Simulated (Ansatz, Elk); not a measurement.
# Bonding as seen by X-rays: LaBeAlFe2, part 2 of 2

Structure refinements treat a crystal as free atoms side by side. For a made-up structure of LaBeAlFe2 (cell and positions from a PBEsol relaxation) the runs below show what the calculated density changes in F(hkl).

Elk 11.2.3 (patched build); all-electron DFT.

So far: Set-up; Ground state and structure factors; The magnetisation density.

The structure was built from a prototype and need not be the compound's stable phase.

## 4. The highest occupied states alone

Level of this step: DFT, PBE, all-electron APW+lo, Dirac cores, scalar-relativistic bands, static density, ferromagnetic start (Elk).

An energy window below the Fermi level keeps the highest occupied states, to see at which angles they scatter; shallow core shells can lie inside it and anion s states outside. No new self-consistency is needed.

Contents of elk.in:

```
tasks
  195

xctype
  20

spinpol
  .true.

rgkmax
  7.0

gmaxvr
  14.0

lmaxo
  7

lmaxapw
  8

swidth
  0.002

tshift
  .false.

ramdisk
  .false.

hmaxvr
  5.5

maxscl
  120

epspot
  1e-06

reducebf
  0.8

wsfac
  -0.218150 0.633090

sppath
  './'

avec
  -3.77149705947 3.77149705947 9.21274523352
  3.77149705947 -3.77149705947 9.21274523352
  3.77149705947 3.77149705947 -9.21274523352

atoms
  4
  'La.in'
  1
  -0.0000000000 -0.0000000000 0.0000000000   0.000000 0.000000 0.000000
  'Fe.in'
  2
  0.3901626998 0.3901626998 -0.0000000000   0.000000 0.000000 -0.035000
  0.6098373002 0.6098373002 0.0000000000   0.000000 0.000000 -0.035000
  'Al.in'
  1
  0.7500000000 0.2500000000 0.5000000000   0.000000 0.000000 0.000000
  'Be.in'
  1
  0.2500000000 0.7500000000 0.5000000000   0.000000 0.000000 0.000000

ngridk
  7 7 7
```

Started as:

```console
OMP_NUM_THREADS=4 elk
```

Numbers of over 12 decimals in the logs are rounded to 6 here.

The log of the run:

```text
┌─────────────────────────────────┐
│ Elk code version 11.2.3 started │
└─────────────────────────────────┘

Info(readinput): the functional depends on the density's gradient
 muffin-tin radial points multiplied by    2.00000
 (not where nrmtscf is given)

┌────────────────────┐
│ Current task : 195 │
└────────────────────┘
Info(checkmt): changed muffin-tin radius of species 2 (Fe) from   2.4000 to   1.9988

Info(sfacrho): density structure factors written to SFACRHO.OUT

 Energy window :  -0.2181500000      0.6330900000

┌──────────────────┐
│ Elk code stopped │
└──────────────────┘
```

The job ended after 10 s (4 threads of AMD EPYC 7B13 (Zen 3), shared host; peak memory 0.33 GiB; 19 s of CPU time).

States within 15 eV below the Fermi level hold 24.00 electrons; any levels below the window count with the cores. Their amplitudes can exceed the total, where window and core parts have opposite phase:

```tsv
hkl	sin θ/λ (Å⁻¹)	abs F, window	abs F, all
002	0.103	0.793	46.690
101	0.135	8.068	16.629
110	0.177	8.309	76.634
103	0.198	4.003	64.953
112	0.205	1.971	63.596
004	0.205	6.778	19.078
200	0.251	6.025	88.531
202	0.271	1.333	37.679
114	0.271	4.899	1.538
211	0.285	3.881	15.120
```

## 5. Another functional

The difference from free atoms is small, so it is set against the change that LDA (Perdew-Wang) makes.

Changes to elk.in since step 4:

```diff
@@ -1,6 +1,8 @@
 tasks
+  0
   195
+  196
 
 xctype
-  20
+  3
 
@@ -42,5 +44,2 @@
 
-wsfac
-  -0.218150 0.633090
-
 sppath
```

Started as:

```console
OMP_NUM_THREADS=4 elk
```

The log of the run:

```text
┌─────────────────────────┐
│ Elk code version 11.2.3 │
└─────────────────────────┘

All units are atomic (Hartree, Bohr, etc.)

┌─────────────────────────────────────────────────┐
│ Ground-state run starting from atomic densities │
└─────────────────────────────────────────────────┘

Lattice vectors :
  -3.771497059       3.771497059       9.212745234
   3.771497059      -3.771497059       9.212745234
   3.771497059       3.771497059      -9.212745234

Reciprocal lattice vectors :
 -0.1066677069E-17  0.8329829254      0.3410050505
[...]
interstitial                :  -0.2574081370E-03
 muffin-tins
  species : 1 (La)
[...]
species : 2 (Fe)
[...]
species : 3 (Al)
   atom 1                    :  -0.5113456514E-04
  species : 4 (Be)
   atom 1                    :  -0.4858176472E-04
 total in muffin-tins        :   0.1322793125E-02
 total moment                :   0.1065384988E-02

RMS change in Kohn-Sham potential (target) :   0.9789640554E-06 (  0.1000000000E-05)
Absolute change in total energy (target)   :   0.1049458660E-05 (  0.1000000000E-03)

Convergence targets achieved

┌──────────────────┐
│ Loop number : 71 │
└──────────────────┘
[key lines of the parts left out:]
total energy                :     -11288.902186783
```

It took 9.1 min on 4 threads; peak memory 0.36 GiB.

## 6. A coarser k-mesh

About half the k-points along each axis test the sampling.

Changes to elk.in since step 5:

```diff
@@ -6,3 +6,3 @@
 xctype
-  3
+  20
 
@@ -69,2 +69,2 @@
 ngridk
-  7 7 7
+  4 4 4
```

Started as:

```console
OMP_NUM_THREADS=4 elk
```

The log of the run:

```text
┌─────────────────────────┐
│ Elk code version 11.2.3 │
└─────────────────────────┘

All units are atomic (Hartree, Bohr, etc.)

┌─────────────────────────────────────────────────┐
│ Ground-state run starting from atomic densities │
└─────────────────────────────────────────────────┘

Lattice vectors :
  -3.771497059       3.771497059       9.212745234
   3.771497059      -3.771497059       9.212745234
   3.771497059       3.771497059      -9.212745234

Reciprocal lattice vectors :
 -0.1066677069E-17  0.8329829254      0.3410050505
[...]
species : 2 (Fe)
[...]
species : 3 (Al)
   atom 1                    :  -0.3885259995E-01
  species : 4 (Be)
   atom 1                    :  -0.4038402381E-01
 total in muffin-tins        :    1.725069744
 total moment                :    1.561260182

┌──────────────────────────────┐
│ Self-consistent loop stopped │
└──────────────────────────────┘

Warning : core states of species 1 leak from the muffin-tin :   0.2231080825E-03

Warning : core states of species 3 leak from the muffin-tin :   0.4838715306E-03

Warning : core states of species 4 leak from the muffin-tin :   0.1129372036E-02

Wrote STATE.OUT
[key lines of the parts left out:]
total energy                :     -11300.799361208
```

It took 2.6 min on 4 threads; peak memory 0.54 GiB.

Against the first run R = 0.01 %; the largest change is +0.028 at 004. The moment goes from 1.34 to 1.56 μB.

## 7. Settings against the effect

```tsv
run	R against the first run (%)	R against neutral atoms, low angle (%)	wall time
PBE, rgkmax 7	0.00	0.49	12 min
k-mesh 4×4×4	0.01	0.49	2.6 min
```

## 8. Outcome

```yaml
r_against_neutral_atoms_sin_theta_lambda_0p3_a_minus1: 0.49 %
r_against_neutral_atoms_0p3_to_0p82_a_minus1: 0.18 %
```

Independent neutral atoms miss the calculated amplitudes by R = 0.49 % below 0.3 Å⁻¹ and 0.18 % from there to 0.82 Å⁻¹; by shells, 1.12 % below 0.15 Å⁻¹ (2 forms), 0.44 % 0.15 to 0.3 (9 forms), 0.25 % 0.3 to 0.45 (17 forms), 0.16 % above 0.45 (110 forms). Bonding, aspherical density and the tables' own atoms all enter these figures, and the runs don't part them. The largest change of an amplitude is -0.47 electrons, at 200. R counts amplitudes alone; phases shift too. Weak lines can change much in proportion: 114 goes from 1.96 to 1.54. The relaxation gave a moment of 1.17 μB against 1.34 μB here, so the moment isn't settled. The magnetic order is that of the start. No other order was tried here, and an antiferromagnetic one would change or move the magnetic intensity. The window's part falls from 24.0 electrons at the origin to at most 2.15 between 0.45 and 0.82 Å⁻¹, where compact states inside the window still scatter. Below 0.3 Å⁻¹ the changes that finished (k-mesh 4×4×4) move F by R = 0.01 % at most, against the 0.49 % that separates it from free atoms. The magnetic factors move by R = 17.2 % (k-mesh 4×4×4), so they aren't settled to better than that. The basis has no finished test. Part of the difference isn't bonding: the tables are fits to free atoms and ions calculated by other methods than this functional. Thermal motion, anomalous dispersion and extinction are left out.

[Logs are printed without paths, hosts, clocks, repeated set-up lines and the standing remarks that a program may print on its own settings, such as how far it seeks lower states.]

[Hosts, paths, dates, database ids (printed as entryN), source tags and the programs' standing remarks are cut or masked in the printed files.]
